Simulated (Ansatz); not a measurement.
## Nb wire along [111], 14 atoms a period: bands along the axis

Aim: is the Nb wire along [111], 14 atoms a period a metal or a semiconductor?

Method: DFT PBE, plane waves, PAW; relaxation of a wire's period; PAW set soft_1, in the first sound run; inputs show where later runs differ, in Ansatz 0.2.0.

**1. Set-up**

The cell holds 14 atoms: 14 Nb. Cell: a = 13.822 Å, b = 16.259 Å, c = 2.867 Å, α = 90.0°, β = 90.0°, γ = 90.0°. Vacuum lies along a and b. The structure's axis is c.

**2. The relaxed wire**

Band widths follow the bond lengths, so the wire is relaxed first. The atoms and the third cell vector are free; the box across stays fixed as vacuum. A Fermi-Dirac smearing is set since the result may be a metal. The pressure printed is a third of the stress's trace over the whole box, vacuum included; only the stress along the axis is relaxed.

File input.yaml:

```yaml
crystal:
  lattice:
    - [13.822, 0.0, 0.0]
    - [0.0, 16.259, 0.0]
    - [0.0, 0.0, 2.8665440865]
  atoms:
    - { symbol: Nb, position: [0.245984662, 0.707780986, 0.0] }
    - { symbol: Nb, position: [0.415317859, 0.458447969, 0.0] }
    - { symbol: Nb, position: [0.584651056, 0.707780986, 0.0] }
    - { symbol: Nb, position: [0.245984662, 0.375336963, 0.333333333] }
    - { symbol: Nb, position: [0.415317859, 0.62466998, 0.333333333] }
    - { symbol: Nb, position: [0.584651056, 0.375336963, 0.333333333] }
    - { symbol: Nb, position: [0.753984252, 0.62466998, 0.333333333] }
    - { symbol: Nb, position: [0.245984662, 0.541558974, 0.666666667] }
    - { symbol: Nb, position: [0.415317859, 0.292225957, 0.666666667] }
    - { symbol: Nb, position: [0.415317859, 0.790891992, 0.666666667] }
    - { symbol: Nb, position: [0.584651056, 0.541558974, 0.666666667] }
    - { symbol: Nb, position: [0.753984252, 0.292225957, 0.666666667] }
    - { symbol: Nb, position: [0.584651056, 0.209114952, 0.0] }
    - { symbol: Nb, position: [0.753984252, 0.458447969, 0.0] }
kpoints:
  mp_grid: { grid: [1, 1, 28] }
scf:
  occupations: { method: fermi_dirac, width: 0.05 }
hamiltonian:
  xc: pbe
  pseudopotentials: { kind: paw, azcp: { folder: soft_1 } }
relax:
  cell: { fix: [a, b, alpha, beta, gamma] }
  max_steps: 45
  f_tol: 0.03
```

The run is started by

```
$ ansatz run input.yaml --threads 4 --pin off --max-ram 16384MiB --backend cpu --events-out ev --progress --plain --runs-dir out
```

Numbers of over 12 decimals in the logs are rounded to 6 here.

What it wrote:

```text
Engine: ansatz 0.2.0, aarch64-unknown-linux-gnu
Pseudopotentials: kind: paw
Pseudopotential: Nb, paw, valence charge 13, recommended cutoff 420 eV (normal), soft_1/Nb.paw.azcp
Functional definition: PBE
  parameter kappa = 0.804
  parameter beta = 0.066725
  exchange = pbe_x(kappa = kappa, mu = beta*pi^2/3)
  correlation = pbe_c(beta = beta)
Crystal: 14 atoms, lattice volume = 644.204 Å³
Basis set: ecut = 420 eV, 12549 PW (Γ), exchange–correlation on 192×240×40 points (8 copies of the dense FFT grid, shifted against one another)
Bands: 110, of which v1, the nominal top of the filled ones, is band 91 counted from 1 (90 counted from 0)
Symmetry: 2 space group operations
Space group: P-1 (ITA 2), of the structure as read, at distance tolerance 8.6e-5 Å
k-points: 15 of 28
Non-local potential: Nb, projectors of the file, l = 0: 3, l = 1: 2, l = 2: 2, l = 3: 1
PAW form: soft (Blöchl's): semilocal exchange-correlation on the pseudo side does not see the compensation charge
PAW one-centre angular grid: Nb, 590 points (default); XC on 64 Gauss nodes
Initial density: superposition of atomic densities (neutral atoms: chi_scale 0, normalization atom)
Initial wavefunctions: pseudopotential atomic-orbital guess
Functional: x = pbe(κ = 0.804, μ = 0.219515), c = pbe(β = 0.066725)
SCF iter   1: F=—  HF=-63735.275653 eV  |F-HF|=—  |Δ(HF+E_count)|=         —  Δρ=5.88e-2  dr2=1.69e2  ethr=3.10e-3  ⟨swp⟩=10.1  Hψ=7854  notcnv=0  defer=6
preconditioner: auto → LDOS  [metal: Δε(μ)=0.013 eV  Ē_g=3.588 eV  σ=0.050 eV  W_gap=0.07  n_scr=88 (ndim 8)  ℏωp=12.2 eV  f_vac=0.443  D(μ)=13.67/eV (n_scr^D=66)  β→1.0]
SCF iter   2: F=—  HF=-63735.648744 eV  |F-HF|=—  |Δ(HF+E_count)|=   3.73e-1  Δρ=7.08e-2  dr2=4.62e2  ethr=3.10e-3  ⟨swp⟩=7.1  Hψ=4971  notcnv=0  defer=39  recentre
SCF iter   3: F=—  HF=-63720.700487 eV  |F-HF|=—  |Δ(HF+E_count)|=    1.49e1  Δρ=2.40e-2  dr2=4.22e1  ethr=3.10e-3  ⟨swp⟩=5.7  Hψ=4995  notcnv=0  defer=14
SCF iter   4: F=—  HF=-63718.178041 eV  |F-HF|=—  |Δ(HF+E_count)|=    2.52e0  Δρ=4.49e-3  dr2=7.55e-1  ethr=3.10e-3  ⟨swp⟩=3.6  Hψ=2821  notcnv=0  defer=27
SCF iter   5: F=—  HF=-63718.132728 eV  |F-HF|=—  |Δ(HF+E_count)|=   4.53e-2  Δρ=1.71e-3  dr2=6.37e-2  ethr=4.15e-4  ⟨swp⟩=3.9  Hψ=2544  notcnv=0  defer=26
SCF iter   6: F=—  HF=-63718.131295 eV  |F-HF|=—  |Δ(HF+E_count)|=   1.43e-3  Δρ=7.20e-4  dr2=1.90e-2  ethr=3.50e-5  ⟨swp⟩=2.3  Hψ=2735  notcnv=0  defer=26
SCF iter   7: F=—  HF=-63718.130372 eV  |F-HF|=—  |Δ(HF+E_count)|=   9.24e-4  Δρ=2.48e-4  dr2=2.03e-3  ethr=1.04e-5  ⟨swp⟩=2.1  Hψ=2152  notcnv=0  defer=26
SCF iter   8: F=—  HF=-63718.130484 eV  |F-HF|=—  |Δ(HF+E_count)|=   1.12e-4  Δρ=8.26e-5  dr2=1.14e-4  ethr=1.11e-6  ⟨swp⟩=2.0  Hψ=2052  notcnv=0  defer=26
SCF iter   9: F=—  HF=-63718.130496 eV  |F-HF|=—  |Δ(HF+E_count)|=   1.25e-5  Δρ=3.09e-5  dr2=3.92e-5  ethr=6.24e-8  ⟨swp⟩=2.5  Hψ=2904  notcnv=0  defer=26
SCF iter  10: F=—  HF=-63718.130509 eV  |F-HF|=—  |Δ(HF+E_count)|=   1.31e-5  Δρ=1.03e-5  dr2=3.22e-6  ethr=2.16e-8  ⟨swp⟩=2.0  Hψ=1968  notcnv=0  defer=26
SCF iter  11: F=—  HF=-63718.130510 eV  |F-HF|=—  |Δ(HF+E_count)|=   4.97e-7  Δρ=3.82e-6  dr2=1.99e-7  ethr=1.77e-9  ⟨swp⟩=2.1  Hψ=2196  notcnv=0  defer=26
SCF iter  12: F=-63718.130510 eV  HF=-63718.130510 eV  |F-HF|=9.68e-9  |Δ(HF+E_count)|=   5.00e-8  Δρ=1.41e-6  dr2=1.74e-8  ethr=5.49e-11  ⟨swp⟩=5.1  Hψ=5364  notcnv=0
SCF 1 converged in 12 iterations: F = -63718.130510 eV  dr2 = 1.74e-8
  greatest PAW one-centre occupation: 0.998 electrons in one spin orbital (limit 2), on the Nb atom at site 10 (counted from 0), in its partial waves of l = 0
relax step   1: F+E_penalty+E_count = -63718.13050970 eV  Δ(F+E_penalty+E_count) = +0.000e0 eV  max|allowed force component| = 1.511e0 eV/Å  Δτ_max = 0.0000 Å  P = -5.243 GPa  Ω = 644.204 Å³  fix = [a, b, alpha, beta, gamma]  reactions: a -4.314, b -4.530 GPa; alpha +0.199, beta +0.348, gamma -0.271 GPa/rad  (12 SCF iters, dr2 threshold 1.00e-7 eV, accepted)
Crystal: 14 atoms, lattice volume = 614.135 Å³
Basis set: ecut = 420 eV, 12093 PW (Γ), exchange–correlation on 192×240×40 points (8 copies of the dense FFT grid, shifted against one another)
Initial density: handed on by an earlier stage of this run
Initial wavefunctions: those handed on with the density
iter 1 solved again at ethr=2.45e-3 eV; its pass at ethr=3.10e-3 eV (dr2=4.45e0 eV) is discarded
SCF iter   1: F=—  HF=-63719.720126 eV  |F-HF|=—  |Δ(HF+E_count)|=         —  Δρ=1.43e-2  dr2=4.49e0  ethr=2.45e-3  ⟨swp⟩=1.3  Hψ=9522  notcnv=0
preconditioner: auto → LDOS  [metal: Δε(μ)=0.043 eV  Ē_g=3.185 eV  σ=0.050 eV  W_gap=0.21  n_scr=86 (ndim 8)  ℏωp=12.5 eV  f_vac=0.479  D(μ)=15.21/eV (n_scr^D=78)  β→1.0]
SCF iter   2: F=—  HF=-63719.613108 eV  |F-HF|=—  |Δ(HF+E_count)|=   1.07e-1  Δρ=8.59e-3  dr2=2.66e0  ethr=2.45e-3  ⟨swp⟩=3.7  Hψ=2999  notcnv=0  defer=8
SCF iter   3: F=—  HF=-63719.354611 eV  |F-HF|=—  |Δ(HF+E_count)|=   2.58e-1  Δρ=2.37e-3  dr2=1.44e-1  ethr=1.46e-3  ⟨swp⟩=2.4  Hψ=2615  notcnv=0  defer=49
SCF iter   4: F=—  HF=-63719.335729 eV  |F-HF|=—  |Δ(HF+E_count)|=   1.89e-2  Δρ=6.00e-4  dr2=4.39e-3  ethr=7.90e-5  ⟨swp⟩=2.5  Hψ=2921  notcnv=0  defer=49
SCF iter   5: F=—  HF=-63719.336607 eV  |F-HF|=—  |Δ(HF+E_count)|=   8.78e-4  Δρ=2.08e-4  dr2=6.79e-4  ethr=2.41e-6  ⟨swp⟩=2.4  Hψ=2520  notcnv=0  defer=49
SCF iter   6: F=—  HF=-63719.336837 eV  |F-HF|=—  |Δ(HF+E_count)|=   2.30e-4  Δρ=7.29e-5  dr2=5.89e-5  ethr=3.73e-7  ⟨swp⟩=2.0  Hψ=2190  notcnv=0  defer=49
SCF iter   7: F=—  HF=-63719.336860 eV  |F-HF|=—  |Δ(HF+E_count)|=   2.35e-5  Δρ=2.15e-5  dr2=9.55e-6  ethr=3.24e-8  ⟨swp⟩=2.5  Hψ=2926  notcnv=0  defer=49
SCF iter   8: F=—  HF=-63719.336864 eV  |F-HF|=—  |Δ(HF+E_count)|=   3.58e-6  Δρ=1.10e-5  dr2=2.35e-6  ethr=5.25e-9  ⟨swp⟩=2.5  Hψ=2734  notcnv=0  defer=49
SCF iter   9: F=-63719.336864 eV  HF=-63719.336864 eV  |F-HF|=1.01e-7  |Δ(HF+E_count)|=   1.07e-8  Δρ=4.27e-6  dr2=2.67e-7  ethr=7.69e-10  ⟨swp⟩=5.0  Hψ=5596  notcnv=0
SCF 2 converged in 9 iterations: F = -63719.336864 eV  dr2 = 2.67e-7
relax step   2: F+E_penalty+E_count = -63719.33686378 eV  Δ(F+E_penalty+E_count) = -1.206e0 eV  max|allowed force component| = 1.294e0 eV/Å  Δτ_max = 0.1948 Å  P = +1.153 GPa  Ω = 614.135 Å³  energy of the carried Pulay correction = +1.537e-3 eV  fix = [a, b, alpha, beta, gamma]  reactions: a +1.435, b +1.142 GPa; alpha +0.261, beta +0.450, gamma -0.315 GPa/rad  (9 SCF iters, dr2 threshold 1.40e-6 eV, accepted)
Crystal: 14 atoms, lattice volume = 617.328 Å³
[...]
relax step   5: F+E_penalty+E_count = -63719.61905341 eV  Δ(F+E_penalty+E_count) = -8.609e-2 eV  max|allowed force component| = 6.610e-2 eV/Å  Δτ_max = 0.1363 Å  P = -0.258 GPa  Ω = 611.953 Å³  energy of the carried Pulay correction = +1.652e-3 eV  fix = [a, b, alpha, beta, gamma]  reactions: a -0.329, b -0.241 GPa; alpha +0.086, beta +0.149, gamma -0.048 GPa/rad  (8 SCF iters, dr2 threshold 1.40e-6 eV, accepted)
[...]
relax step   6: F+E_penalty+E_count = -63719.62025662 eV  Δ(F+E_penalty+E_count) = -1.203e-3 eV  max|allowed force component| = 1.104e-1 eV/Å  Δτ_max = 0.0442 Å  P = -0.080 GPa  Ω = 608.935 Å³  energy of the carried Pulay correction = +1.810e-3 eV  fix = [a, b, alpha, beta, gamma]  reactions: a -0.332, b -0.122 GPa; alpha -0.030, beta -0.041, gamma +0.018 GPa/rad  (8 SCF iters, dr2 threshold 2.73e-7 eV, accepted)
[...]
relax step   7: F+E_penalty+E_count = -63719.62641922 eV  Δ(F+E_penalty+E_count) = -6.163e-3 eV  max|allowed force component| = 3.778e-2 eV/Å  Δτ_max = 0.0290 Å  P = -0.134 GPa  Ω = 610.741 Å³  energy of the carried Pulay correction = +1.715e-3 eV  fix = [a, b, alpha, beta, gamma]  reactions: a -0.312, b -0.094 GPa; alpha +0.021, beta +0.044, gamma +0.026 GPa/rad  (7 SCF iters, dr2 threshold 7.62e-7 eV, accepted)
[...]
relax step   8: F+E_penalty+E_count = -63719.62741675 eV  Δ(F+E_penalty+E_count) = -9.975e-4 eV  max|allowed force component| = 1.021e-2 eV/Å  Δτ_max = 0.0083 Å  P = -0.105 GPa  Ω = 611.009 Å³  energy of the carried Pulay correction = +1.701e-3 eV  fix = [a, b, alpha, beta, gamma]  reactions: a -0.254, b -0.069 GPa; alpha +0.002, beta +0.001, gamma +0.012 GPa/rad  (7 SCF iters, dr2 threshold 8.92e-8 eV, accepted)
Initial wavefunctions: pseudopotential atomic-orbital guess (no wavefunctions were taken with the density)
iter 1 solved again at ethr=4.69e-6 eV; its pass at ethr=3.10e-3 eV (dr2=8.53e-3 eV) is discarded
SCF iter   1: F=—  HF=-63719.625869 eV  |F-HF|=—  |Δ(HF+E_count)|=         —  Δρ=5.09e-5  dr2=2.19e-6  ethr=4.69e-6  ⟨swp⟩=3.5  Hψ=10755  notcnv=0
eigensolver tolerance schedule: the retry pair's looser diagonalisation over-reported the residual by 3900.44 of it (diagonalisation noise at an unbounded share of the residual, at the tolerance the schedule requests for it); recorded, not acted on — ethr = c·dr2/N_el stays at c = 1.0e-1
preconditioner: auto → LDOS  [metal: Δε(μ)=0.008 eV  Ē_g=3.065 eV  σ=0.050 eV  W_gap=0.04  n_scr=86 (ndim 8)  ℏωp=12.6 eV  f_vac=0.470  D(μ)=14.55/eV (n_scr^D=78)  β→1.0]
SCF iter   2: F=—  HF=-63719.625924 eV  |F-HF|=—  |Δ(HF+E_count)|=   5.53e-5  Δρ=8.72e-6  dr2=4.60e-7  ethr=1.20e-9  ⟨swp⟩=4.1  Hψ=4650  notcnv=0
SCF iter   3: F=—  HF=-63719.625924 eV  |F-HF|=—  |Δ(HF+E_count)|=   8.04e-8  Δρ=2.40e-6  dr2=1.13e-7  ethr=2.53e-10  ⟨swp⟩=2.3  Hψ=2834  notcnv=0
SCF iter   4: F=—  HF=-63719.625924 eV  |F-HF|=—  |Δ(HF+E_count)|=   1.30e-8  Δρ=7.93e-7  dr2=6.86e-9  ethr=6.22e-11  ⟨swp⟩=2.5  Hψ=2667  notcnv=0
SCF iter   5: F=—  HF=-63719.625924 eV  |F-HF|=—  |Δ(HF+E_count)|=   1.56e-9  Δρ=1.77e-7  dr2=7.44e-10  ethr=3.77e-12  ⟨swp⟩=3.0  Hψ=3077  notcnv=0
SCF iter   6: F=—  HF=-63719.625924 eV  |F-HF|=—  |Δ(HF+E_count)|=  2.18e-11  Δρ=7.04e-8  dr2=1.47e-10  ethr=1.00e-12  ⟨swp⟩=5.0  Hψ=5906  notcnv=0
SCF iter   7: F=-63719.625924 eV  HF=-63719.625924 eV  |F-HF|=5.09e-11  |Δ(HF+E_count)|=  5.09e-11  Δρ=3.43e-8  dr2=2.83e-11  ethr=1.00e-12  ⟨swp⟩=4.1  Hψ=4669  notcnv=0
SCF 9 converged in 7 iterations: F = -63719.625924 eV  dr2 = 2.83e-11
relax step   9: F+E_penalty+E_count = -63719.62592432 eV  Δ(F+E_penalty+E_count) = +1.492e-3 eV  max|allowed force component| = 1.012e-2 eV/Å  Δτ_max = 0.0000 Å  P = -0.105 GPa  Ω = 611.009 Å³  fix = [a, b, alpha, beta, gamma]  reactions: a -0.252, b -0.068 GPa; alpha +0.002, beta +0.001, gamma +0.012 GPa/rad  stress off target by 4.63e-3 GPa on what of the cell is left free  SCF on the basis re-selected at this cell (its energy is not comparable with the rows above)  (7 SCF iters)
basis re-selected at this cell: Δ(F+E_penalty+E_count) = +1.492e-3 eV, ΔP = +0.000 GPa vs the last step (what re-selecting the basis moved, of the pressure what is left beyond the Pulay correction that the steps carried, after the strain that the cell walked since its last selection, with what the two solves' SCF thresholds leave and, on support functions, any second-order correction that the steps lacked; it is no m [...]
SCF converged after 7 iterations
Free energy (F): -63719.625924 eV
Harris-Foulkes:  -63719.625924 eV  (|F-HF|=5.09e-11)
Internal energy: -63719.504510 eV  (E = F + TS)
E sigma→0 (E₀):  -63719.565217 eV
Entropy (-TS):   -0.121414 eV (-8.672 meV/atom)
Fermi energy:    5.293802 eV
--- Per-component energies (eV) ---
  E_band       = -3250.031176
  E_kinetic    = 5225.705358
  E_local      = -77192.029258  (includes V_loc(G=0)·N_el)
  E_nonlocal   = 1348.786004
  E_hartree    = 35910.258196
  E_xc         = -2310.511752
  E_vxc        = -2795.987853  (∫ρ·V_xc dr)
  E_paw        = -43156.641416  (= ΣΔE_a)
  E_vpaw       = -1657.022931  (= ΣTr[D̂ρ^β])
  E_aug_tail   = 0.000628  (compensation charges beyond the density's cutoff)
  E_ewald      = 16454.927730
  E_smearing   = -0.121414  (= −TS)
  E_closure    = 0.000000  (closes the sum)
  Σ components = -63719.625924   (vs F -63719.625924, Δ=0.00e0)
--- Forces (eV/Å), atoms counted from 1 ---
  atom   1  Nb     0.00623911    -0.00406014     0.00064873
  atom   2  Nb    -0.00507817    -0.00671183    -0.00320263
  atom   3  Nb     0.00272787     0.00123306     0.00005212
  atom   4  Nb     0.01011531     0.00342049     0.00411533
  atom   5  Nb    -0.00429051     0.00015089     0.00112805
  atom   6  Nb     0.00429051    -0.00015089    -0.00112805
  atom   7  Nb    -0.01011531    -0.00342049    -0.00411533
  atom   8  Nb    -0.00882708     0.00145691    -0.00191029
  atom   9  Nb    -0.00272787    -0.00123306    -0.00005212
  atom  10  Nb    -0.00156728     0.00085520    -0.00138109
  atom  11  Nb     0.00507817     0.00671183     0.00320263
  atom  12  Nb    -0.00623911     0.00406014    -0.00064873
  atom  13  Nb     0.00156728    -0.00085520     0.00138109
  atom  14  Nb     0.00882708    -0.00145691     0.00191029
  max |Σ_I F_I| component: 8.67e-19 eV/Å
--- Stress (GPa, compression-positive) ---
       -0.252485      -0.011834      -0.000873
       -0.011834      -0.068256      -0.002247
       -0.000873      -0.002247       0.004634
  P = ⅓ Tr σ = -0.1054 GPa (-1.054 kbar)
--- Relaxed structure (8 steps of the walk, 8 accepted, 1 SCFs on fresh bases) ---
  F+E_penalty+E_count = -63719.62592432 eV   max|allowed force component| = 1.012e-2 eV/Å   (the final SCF, on the basis selected at the relaxed cell)
  cell:  # Å, volume = 611.0094 Å³
    - [13.822, 0, 0]
    - [0, 16.259, 0]
    - [0, 0, 2.718837]
  atoms:
    - { symbol: Nb, position: [0.255567, 0.699335, 0.011417] }
    - { symbol: Nb, position: [0.413795, 0.457517, 0.026430] }
    - { symbol: Nb, position: [0.588897, 0.708375, -0.032461] }
    - { symbol: Nb, position: [0.250535, 0.377038, 0.401934] }
    - { symbol: Nb, position: [0.416706, 0.621789, 0.333336] }
    - { symbol: Nb, position: [0.583263, 0.378211, 0.333330] }
    - { symbol: Nb, position: [0.749434, 0.622962, 0.264733] }
    - { symbol: Nb, position: [0.242622, 0.537941, 0.700107] }
    - { symbol: Nb, position: [0.411072, 0.291625, 0.699128] }
    - { symbol: Nb, position: [0.417321, 0.778649, 0.655238] }
    - { symbol: Nb, position: [0.586174, 0.542483, 0.640237] }
    - { symbol: Nb, position: [0.744402, 0.300665, 0.655249] }
    - { symbol: Nb, position: [0.582648, 0.221351, 0.011429] }
    - { symbol: Nb, position: [0.757347, 0.462059, -0.033441] }
```

Wall time 2.8 min (4 threads of Arm Neoverse V2, shared host); peak memory 2.1 GiB; 11 min of CPU time.

[end of part 1 of 2]

[Logs are printed without paths, hosts, clocks, repeated set-up lines and the standing remarks that a program may print on its own settings, such as how far it seeks lower states.]

[Hosts, paths, dates, database ids (printed as entryN), source tags and the programs' standing remarks are cut or masked in the printed files.]
